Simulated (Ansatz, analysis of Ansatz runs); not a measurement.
**K3BrCl2 (P-3m1), V_K hop (4.4 Å): attempt frequency at charge −1**

Aim: the prefactor of a hop in K3BrCl2 (P-3m1) (V_K hop (4.4 Å), charge −1) from the modes of the moving atom at the start and at the top of a path found beforehand. Model: a cell of 54 host atoms with 1 K taken out.

Method: plane-wave PAW DFT, PBEsol; finite-difference force constants of the moving atom alone, in Ansatz 0.2.0.

## Step 1: The starting structure

The cell holds 53 atoms: 26 K, 9 Br and 18 Cl. Cell: a = 13.448 Å, b = 13.448 Å, c = 11.001 Å, α = 90.0°, β = 90.0°, γ = 120.0°. It derives from K3BrCl2 (space group P-3m1). Nearest the centre at fractional (0.722, 0.611, 0.339): K44 at 2.11 Å, Cl30 at 2.39 Å, Cl53 at 2.40 Å, K49 at 3.77 Å, K26 at 3.78 Å, K13 at 3.79 Å, K43 at 3.79 Å, Cl48 at 3.90 Å. The cell carries charge −1.

The cell's shortest repeat is 11.0 Å.

## Step 2: Vibrations of the moving atom at the start point

Harmonic transition-state theory takes the prefactor from the modes at the minimum and at the top. Only the moving atom is displaced, by 0.02 Å, which takes six displaced runs and a reference; the host's atoms are held.

The input, qm1.start.modes/input.yaml:

```yaml
crystal:
  lattice:
    - [13.44809205, 9.0e-08, 0.0]
    - [-6.7240461, 11.64638931, 0.0]
    - [0.0, 0.0, 11.00082975]
  atoms:
    - { symbol: K, position: [-0.00496821, -0.00574475, 0.50015606] }
    - { symbol: K, position: [0.11222558, 0.22078467, 0.17889842] }
    - { symbol: K, position: [0.22102371, 0.11220513, 0.82068686] }
    - { symbol: Br, position: [-0.0003661, -0.00044911, 0.00017394] }
    - { symbol: Cl, position: [0.11127036, 0.22240777, 0.65958309] }
    - { symbol: Cl, position: [0.22222797, 0.11094777, 0.3412022] }
    - { symbol: K, position: [-0.00010899, 0.33299619, 0.49941387] }
    - { symbol: K, position: [0.11226871, 0.55770619, 0.17959111] }
    - { symbol: K, position: [0.21887127, 0.44297885, 0.82510101] }
    - { symbol: Br, position: [0.00017956, 0.33298179, 0.00538904] }
    - { symbol: Cl, position: [0.11102285, 0.55526551, 0.65940027] }
    - { symbol: Cl, position: [0.22065393, 0.44364129, 0.33786009] }
    - { symbol: K, position: [-0.00569401, 0.66608774, 0.50013523] }
    - { symbol: K, position: [0.11496552, 0.89073691, 0.17512121] }
    - { symbol: K, position: [0.22153279, 0.77562516, 0.82137676] }
    - { symbol: Br, position: [-8.19e-05, 0.66641457, 0.0006882] }
    - { symbol: Cl, position: [0.1124441, 0.88968812, 0.66307895] }
    - { symbol: Cl, position: [0.22249499, 0.77792725, 0.34088383] }
    - { symbol: K, position: [0.33381401, 0.00017481, 0.50104207] }
    - { symbol: K, position: [0.44296165, 0.21864576, 0.17491094] }
    - { symbol: K, position: [0.55815195, 0.11255388, 0.82073051] }
    - { symbol: Br, position: [0.33355173, 0.00029874, -0.00554397] }
    - { symbol: Cl, position: [0.44362053, 0.22069355, 0.66232023] }
    - { symbol: Cl, position: [0.55482587, 0.11046771, 0.34006632] }
    - { symbol: K, position: [0.33878287, 0.33858608, 0.49978282] }
    - { symbol: K, position: [0.44924415, 0.55797691, 0.18334123] }
    - { symbol: K, position: [0.55806923, 0.44977538, 0.81645824] }
    - { symbol: Br, position: [0.33397196, 0.33368147, 0.00052885] }
    - { symbol: Cl, position: [0.42994909, 0.54859268, 0.67147381] }
    - { symbol: Cl, position: [0.54875788, 0.42973691, 0.32907093] }
    - { symbol: K, position: [0.33850689, 0.66651629, 0.49999168] }
    - { symbol: K, position: [0.44272677, 0.89074967, 0.17517292] }
    - { symbol: K, position: [0.558606, 0.77576828, 0.81614556] }
    - { symbol: Br, position: [0.33354572, 0.66638561, 0.00032081] }
    - { symbol: Cl, position: [0.44389837, 0.88985529, 0.66219306] }
    - { symbol: Cl, position: [0.54803824, 0.78486762, 0.32885572] }
    - { symbol: K, position: [0.66668866, -0.00626808, 0.49942022] }
    - { symbol: K, position: [0.77554212, 0.22106473, 0.17871956] }
    - { symbol: K, position: [0.8908505, 0.11480484, 0.82487623] }
    - { symbol: Br, position: [0.66638877, -0.00064287, -0.00061153] }
    - { symbol: Cl, position: [0.77836296, 0.22295308, 0.65918523] }
    - { symbol: Cl, position: [0.88914433, 0.11198819, 0.33730027] }
    - { symbol: K, position: [0.66704619, 0.33892668, 0.50017625] }
    - { symbol: K, position: [0.77517564, 0.55822239, 0.18357676] }
    - { symbol: K, position: [0.89092039, 0.44292934, 0.82545075] }
    - { symbol: Br, position: [0.66706486, 0.33376393, -0.00035684] }
    - { symbol: Cl, position: [0.78563932, 0.54858128, 0.6710872] }
    - { symbol: Cl, position: [0.88965363, 0.44335487, 0.33768867] }
    - { symbol: K, position: [0.77569936, 0.8839339, 0.18388437] }
    - { symbol: K, position: [0.88416818, 0.77545125, 0.81623318] }
    - { symbol: Br, position: [0.66688649, 0.66653033, -9.15e-06] }
    - { symbol: Cl, position: [0.78531074, 0.90360984, 0.67099361] }
    - { symbol: Cl, position: [0.90377066, 0.78529424, 0.32892812] }
  symmetry: { detect: false }
total_charge: -1
basis:
  ecutwfc: 420
  xc_grid: 2
hamiltonian:
  xc: pbesol
kpoints:
  mp_grid: { grid: [1, 1, 1], shift: [0.25, 0.25, 0.25] }
scf:
  occupations: { method: fixed }
  max_iter: 120
phonons:
  supercell: [1, 1, 1]
  displaced_sites: [43]
  amplitude: 0.02
```

The run is started by

```console
ansatz run input.yaml --threads 32 --pin off --max-ram 84787MiB --backend cuda --events-out ev --progress --plain --runs-dir out --max-vram 78GiB
```

Numbers of over 12 decimals in the logs are rounded to 6 here.

The program printed:

```text
Engine: ansatz 0.2.0, aarch64-unknown-linux-gnu
[...]
Pseudopotential: K, paw, valence charge 9, recommended cutoff 420 eV (normal), K.paw.azcp
Pseudopotential: Br, paw, valence charge 7, recommended cutoff 420 eV (normal), Br.paw.azcp
Pseudopotential: Cl, paw, valence charge 7, recommended cutoff 420 eV (normal), Cl.paw.azcp
Functional definition: PBEsol
[...]
Crystal: 53 atoms, lattice volume = 1722.969 Å³
Basis set: ecut = 420 eV, 33637 PW (Γ), exchange–correlation on 180×180×150 points (8 copies of the dense FFT grid, shifted against one another)
Bands: 265, of which v1, the nominal top of the filled ones, is band 212 counted from 1 (211 counted from 0)
[...]
k-points: 1
[...]
Functional: x = pbesol(κ = 0.804, μ = 0.123457), c = pbesol(β = 0.046)
SCF iter   1: F=—  HF=-83235.181717 eV  |F-HF|=—  |Δ(HF+E_count)|=         —  Δρ=4.52e-3  dr2=4.59e-1  ethr=1.77e-3  ⟨swp⟩=5.0  Hψ=959  notcnv=0  defer=50
[...]
SCF iter   2: F=—  HF=-83235.024310 eV  |F-HF|=—  |Δ(HF+E_count)|=   1.57e-1  Δρ=1.61e-3  dr2=6.26e-2  ethr=1.08e-4  ⟨swp⟩=3.0  Hψ=519  notcnv=0  defer=51
[...]
SCF 1 converged in 9 iterations: F = -83235.008797 eV  dr2 = 6.69e-10
[...]
SCF iter   2: F=—  HF=-83235.009127 eV  |F-HF|=—  |Δ(HF+E_count)|=   3.72e-4  Δρ=6.03e-5  dr2=1.11e-4  ethr=1.33e-7  ⟨swp⟩=2.0  Hψ=415  notcnv=0  defer=48
[...]
SCF iter   7: F=-83235.008654 eV  HF=-83235.008654 eV  |F-HF|=5.82e-11  |Δ(HF+E_count)|=  8.73e-10  Δρ=4.40e-8  dr2=4.72e-11  ethr=1.00e-12  ⟨swp⟩=4.0  Hψ=863  notcnv=0
[...]
SCF 7 converged in 5 iterations: F = -83235.008262 eV  dr2 = 2.84e-11
SCF converged after 9 iterations
[...]
--- Band table (eV) ---
[...]
--- Phonons: 6 displaced members + reference (amplitude 0.02 Å, Σ member SCF iterations 36) ---
  symmetry images taken by strict's conditions (phonons.symmetry_images: auto; settled by no image being taken that strict refuses)
  force constants formed among 1 of 53 sites (K 43); the other 52 at rest. The modes move the named sites alone.
  the frequencies, the zero-point energy and the sums are of the block with the acoustic sum rule laid on its rows. Row sums over every site: 7.8e-5 eV/Å² at the most
  transpose residual: 3.2e-4 eV/Å²
  largest component of a force at the reference: 1.1e-2 eV/Å on a named site, 1.9e-2 eV/Å on a site at rest
  frequencies among the named sites at Γ of the cell (cm⁻¹): 104.10 114.28 115.40
  unstable modes among the named sites: 0
  frequencies as built, with no sum rule (cm⁻¹): 104.10 114.27 115.40
  zero-point energy: 0.020692 eV/cell   skipped modes (ω ≤ 0): 0
  not written: the harmonic force-constant file, the file of eigenvectors (these modes' are written with the force constants), the density of states and the dispersion, which are of every site
[...]
```

It took 3.8 s on 1 × NVIDIA GB200 with 32 threads of Arm Neoverse V2, shared host; peak memory 2 GiB.

In the SCF lines HF is the Harris–Foulkes energy and dr2 the Hartree energy of the density residual, in eV; the loop may stop once dr2 is under the threshold and the program's other checks hold. Hψ counts applications of the Hamiltonian.

Read from the output:

| Item | Value |
| --- | --- |
| free energy | -83235.0088 eV |
| frequencies of moving atom | 104.1, 114.3, 115.4 cm⁻¹ (negative: imaginary) |

The three modes are 104, 114 and 115 cm⁻¹: all real, a minimum for this atom with the others held.

## Step 3: Vibrations of the moving atom at the top of the path

The same at the top, where the mode along the path should be imaginary.

The input, qm1.top.modes/input.yaml:

```yaml
crystal:
  lattice:
    - [13.44809205, 9.0e-08, 0.0]
    - [-6.7240461, 11.64638931, 0.0]
    - [0.0, 0.0, 11.00082975]
  atoms:
    - { symbol: K, position: [0.00282774, 0.01047721, 0.51121744] }
    - { symbol: K, position: [0.11197704, 0.2213475, 0.17939524] }
[... 10 atom lines left out ...]
    - { symbol: K, position: [0.00655367, 0.67438168, 0.49912183] }
[... 12 atom lines left out ...]
    - { symbol: K, position: [0.43338716, 0.54450115, 0.17574723] }
[... 2 atom lines left out ...]
    - { symbol: Cl, position: [0.43252597, 0.54889273, 0.67388295] }
    - { symbol: Cl, position: [0.51284772, 0.40131428, 0.33892878] }
[... 5 atom lines left out ...]
    - { symbol: Cl, position: [0.56467782, 0.76869611, 0.33055658] }
[... 6 atom lines left out ...]
    - { symbol: K, position: [0.65911474, 0.32673233, 0.49928207] }
    - { symbol: K, position: [0.71619911, 0.61775095, 0.32957524] }
[... 2 atom lines left out ...]
    - { symbol: Cl, position: [0.77896822, 0.55436343, 0.64847683] }
    - { symbol: Cl, position: [0.88383997, 0.44949995, 0.34726029] }
    - { symbol: K, position: [0.78906454, 0.90009467, 0.17581047] }
[... 1 atom line left out ...]
    - { symbol: Br, position: [0.66776356, 0.66565796, 0.01753408] }
[... 1 atom line left out ...]
    - { symbol: Cl, position: [0.93216545, 0.82075316, 0.33883498] }
  symmetry: { detect: false }
total_charge: -1
basis:
  ecutwfc: 420
  xc_grid: 2
hamiltonian:
  xc: pbesol
kpoints:
  mp_grid: { grid: [1, 1, 1], shift: [0.25, 0.25, 0.25] }
scf:
  occupations: { method: fixed }
  max_iter: 120
phonons:
  supercell: [1, 1, 1]
  displaced_sites: [43]
  amplitude: 0.02
```

The program printed:

```text
[...]
Crystal: 53 atoms, lattice volume = 1722.969 Å³
Basis set: ecut = 420 eV, 33637 PW (Γ), exchange–correlation on 180×180×150 points (8 copies of the dense FFT grid, shifted against one another)
Bands: 265, of which v1, the nominal top of the filled ones, is band 212 counted from 1 (211 counted from 0)
[...]
k-points: 1
[...]
SCF iter   1: F=—  HF=-83234.581569 eV  |F-HF|=—  |Δ(HF+E_count)|=         —  Δρ=4.65e-3  dr2=4.93e-1  ethr=1.77e-3  ⟨swp⟩=5.0  Hψ=839  notcnv=0  defer=50
[...]
SCF iter   2: F=—  HF=-83234.378212 eV  |F-HF|=—  |Δ(HF+E_count)|=   2.03e-1  Δρ=1.55e-3  dr2=6.12e-2  ethr=1.16e-4  ⟨swp⟩=2.0  Hψ=479  notcnv=0  defer=51
[...]
SCF 1 converged in 9 iterations: F = -83234.364764 eV  dr2 = 5.59e-10
[...]
SCF iter   2: F=—  HF=-83234.363692 eV  |F-HF|=—  |Δ(HF+E_count)|=   1.27e-3  Δρ=6.28e-5  dr2=1.13e-4  ethr=2.19e-7  ⟨swp⟩=2.0  Hψ=411  notcnv=0  defer=47
[...]
SCF iter   7: F=-83234.364101 eV  HF=-83234.364101 eV  |F-HF|=5.82e-11  |Δ(HF+E_count)|=   1.31e-9  Δρ=5.96e-8  dr2=7.85e-11  ethr=1.00e-12  ⟨swp⟩=5.0  Hψ=855  notcnv=0
[...]
SCF 7 converged in 5 iterations: F = -83234.364909 eV  dr2 = 5.38e-11
SCF converged after 9 iterations
[...]
--- Band table (eV) ---
[...]
transpose residual: 9.2e-4 eV/Å²
[...]
frequencies among the named sites at Γ of the cell (cm⁻¹): -53.00 44.10 201.72
  unstable modes among the named sites: 1
  frequencies as built, with no sum rule (cm⁻¹): -53.01 44.09 201.72
  zero-point energy: 0.015239 eV/cell   skipped modes (ω ≤ 0): 1, of them read as no rigid motion or as one in doubt: 1 (1.000e0 modes/cell left out, lowest -53.00 cm⁻¹)
[...]
```

Run time: 3.3 s. Hardware: 1 × NVIDIA GB200 with 32 threads; peak memory 2 GiB; 13 s of CPU time.

Read from the output:

```
free energy                : -83234.3648 eV
frequencies of moving atom : -53.00, 44.10, 201.7 cm⁻¹ (negative: imaginary)
```

The three modes are 53i, 44 and 202 cm⁻¹: one imaginary, a saddle of first order for this atom with the others held.

## Step 4: Attempt frequency and hop rate

Analysis of the runs above: harmonic transition-state theory from the moving atom's modes alone (Vineyard), PBEsol.

It gives:

```yaml
attempt_frequency: 4.627 THz
```

Hop rate against temperature:

```tsv
temperature (K)	hop rate (1/s)
200	2.7e-4
300	70.1
400	35547
600	1.8e7
800	4.1e8
1000	2.6e9
```

## Step 5: What came out

| Item | Value |
| --- | --- |
| attempt frequency (attempt frequency and hop rate) | 4.63 THz |

In words: The attempt frequency, the product of the three frequencies at the start over that of the two real ones at the top (Vineyard), is 4.6 THz. With the barrier of 0.64 eV it gives 1.8e+07 hops a second at 600 K along this one path; equivalent neighbouring sites multiply that. The host's atoms were held, though they move along the path too, so the prefactor is rough. Keep in mind: one k-point off the zone centre stands for the whole zone.

[Logs are printed without paths, hosts, clocks, repeated set-up lines and the standing remarks that a program may print on its own settings, such as how far it seeks lower states.]

[Hosts, paths, dates, database ids (printed as entryN), source tags and the programs' standing remarks are cut or masked in the printed files.]
